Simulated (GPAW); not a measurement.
## Fe3Ge: one coupling from two orders, and a test

Can a spin model with one coupling foretell the energy of a further order of Fe3Ge?

Method: LDA; plane waves with GPAW's PAW setups, scalar-relativistic, in GPAW 26.7.0.

## Step 1: Set-up

The structure is cubic, space group Pm-3m (No. 221). Conventional cell: a = 3.661 Å, b = 3.661 Å, c = 3.661 Å, α = 90.00°, β = 90.00°, γ = 90.00°. Nearest to Fe lie 4 Ge at 2.59 Å and 8 Fe at 2.59 Å. Nearest to Ge lie 12 Fe at 2.59 Å. Farther neighbours are not listed.

The cell comes from a database of computed structures and need not be the stable phase.

## Step 2: The parallel order

All energies count from this run.

order1.py

```python
import json
import numpy as np
from ase import Atoms
from ase.parallel import paropen, parprint
from gpaw import GPAW

atoms = Atoms(['Fe', 'Fe', 'Fe', 'Ge'],
    cell=[[3.66050052, 0.0, 0.0],
         [0.0, 3.66050052, 0.0],
         [0.0, 0.0, 3.66050052]],
    scaled_positions=[[0.0, 0.5, 0.5],
         [0.5, 0.5, 0.0],
         [0.5, 0.0, 0.5],
         [0.0, 0.0, 0.0]],
    pbc=True,
    magmoms=[2.8, 2.8, 2.8, 0.0])
atoms.calc = GPAW(mode={'name': 'pw', 'ecut': 550},
    xc='LDA',
    kpts={'size': (8, 8, 8), 'gamma': True},
    occupations={'name': 'fermi-dirac', 'width': 0.1},
    convergence={'density': 1e-05, 'energy': 1e-05},
    maxiter=200,
    symmetry={'tolerance': 1e-4},
    txt='order1.txt')
e = atoms.get_potential_energy(force_consistent=True)
res = {'free_energy': e, 'energy_sigma0': atoms.get_potential_energy(), 'fermi_energy': atoms.calc.get_fermi_level()}
res['moments'] = atoms.get_magnetic_moments().tolist()
res['total'] = atoms.get_magnetic_moment()
parprint('site moments (muB):', np.round(res['moments'], 3))
parprint(f"total moment: {res['total']:.3f} muB")
parprint(f'free energy: {e:.6f} eV')
atoms.calc.write('order1.gpw')
with paropen('results.json', 'w') as f:
    json.dump(res, f)
```

Launch:

```sh
$ OMP_NUM_THREADS=1 mpirun -n 2 gpaw python order1.py > order1.log
```

The program printed:

```text
site moments (muB): [ 2.087  2.087  2.087 -0.066]
total moment: 6.269 muB
free energy: -35.873456 eV

--- order1.txt ---
Input parameters:
  mode=PW(ecut=550),
  convergence={'density': 1e-05, 'energy': 1e-05},
  kpts=MonkhorstPack(size=(8, 8, 8), gamma=True),
  maxiter=200,
  occupations=Occupations(name='fermi-dirac', width=0.1),
  symmetry=Symmetry(tolerance=0.0001),
  xc=XC(name='LDA')

[...]
|         10 |         9.121 |     1.000 |        10.394 |     0.254 |
[...]
|         19 |        13.297 |     0.000 |        14.311 |     0.000 |
|         20 |        16.982 |     0.000 |        18.068 |     0.000 |
|         21 |        16.982 |     0.000 |        18.068 |     0.000 |
|        ... |               |           |               |           |
|         25 |        18.620 |     0.000 |        20.395 |     0.000 |

No gap
No difference between direct/indirect transitions

[key lines of the parts left out:]
Free energy:     -35.873456
Converged in 16 steps
dipole moment: (-20.943929, -20.943929, -20.943929)  # |e|*Ang
Fermi level: 10.287
```

The job ended after 47 s (2 MPI ranks of Arm Neoverse N1, shared host; peak memory 0.39 GiB; 93 s of CPU time).

Spin moment in the augmentation sphere by atom:

| atom | spin moment in the augmentation sphere (μB) |
| --- | --- |
| Fe1 | 2.09 |
| Fe2 | 2.09 |
| Fe3 | 2.09 |
| Ge4 | -0.07 |

This step gave:

| Item | Value |
| --- | --- |
| magnetization | 6.269 μB |
| final state | ferromagnetic |

After 16 cycles the largest moment stands at 2.09 μB.

## Step 3: The orders used for the fit

The other orders were run with the same settings, on meshes that hold the same points. Free energies (smearing 0.1 eV, its entropy term included) are divided by the number of Fe atoms; q is in fractions of the reciprocal vectors of the first run's cell.

| order | atoms | mesh | free energy (eV) | eV per Fe | largest moment (μB) |
| --- | --- | --- | --- | --- | --- |
| F +++ | 4 | 8×8×8 | -35.8735 | -11.9578 | 2.09 |
| AF q=(0,0,1/2) +-+--+ | 8 | 8×8×4 | -70.8744 | -11.8124 | 1.85 |

## Step 4: Counting neighbours

With E = −Σ J e_i·e_j over ordered pairs of unit vectors, turning a neighbour from parallel to opposed costs 2J a Fe atom. So an order lies 2 Σ n J over the parallel one, n being the opposed neighbours in each shell, averaged over the atoms.

| shell | distance (Å) | neighbours | opposed in AF q=(0,0,1/2) +-+--+ | opposed in AF q=(1/2,1/2,1/2) +-+-+- |
| --- | --- | --- | --- | --- |
| J1 | 2.59 | 8 | 5.33 | 4 |
| J2 | 3.66 | 6 | 2 | 6 |

Only J1 is kept.

## Step 5: Solving

```
2 × 5.33 × J1 = +145.42 meV    (AF q=(0,0,1/2) +-+--+)
J1 = +13.63 meV
```

## Step 6: The test

The couplings now give the orders that were left out:

```
2 × 4 × (+13.63) = +109.04 meV    (AF q=(1/2,1/2,1/2) +-+-+-)
```

The runs themselves:

| order | atoms | mesh | free energy (eV) | eV per Fe | largest moment (μB) | over the parallel order (meV) | foretold (meV) |
| --- | --- | --- | --- | --- | --- | --- | --- |
| AF q=(1/2,1/2,1/2) +-+-+- | 8 | 4×8×8 | -71.0235 | -11.8372 | 1.82 | +120.57 | +109.04 |

## Step 7: Mean-field temperature

```
gain of F +++ over disorder = (8 − 2 × 0) × (+13.63) = 109.0 meV
T = 2 × 109.0 / (3 × 0.08617) = 844 K
```

## Step 8: What came out

```yaml
j1_fe_fe_at_2p59_a: 13.6 meV
largest_miss_on_the_orders_left_out: 12 meV
mean_field_ordering_temperature: 844 K
```

In words: The model misses the order left out by 12 meV, 7.9 % of the span of the orders, so it holds on this test. The first dropped shell that the test feels is J2 at 3.66 Å. The site moments spread by 17 % over the orders, so moments are not rigid and part of the miss lies outside a spin model. In a metal couplings reach far, and the mesh was not tested. The couplings are effective ones: further shells with opposed neighbours are folded into them or show in the miss. Mean field overstates the temperature of the model, and classical spins understate it for small quantum spins, by up to the factor (S+1)/S: about 2 for a moment of this size. A miss or a match within these factors says little. 1 further start of the session is not used here: unfinished, off the typed pattern, on another mesh, or unable to test the next shell.

[Logs and program files are shortened in this print: banners, set-up blocks, solver, clock and traceback lines can be left out without a mark of their own.]

[Logs are printed without paths, hosts, clocks, repeated set-up lines and the standing remarks that a program may print on its own settings, such as how far it seeks lower states.]

[Hosts, paths, dates, database ids (printed as entryN), source tags and the programs' standing remarks are cut or masked in the printed files.]

[Where a cell is said to come from a database of computed structures, the database is the Materials Project.]
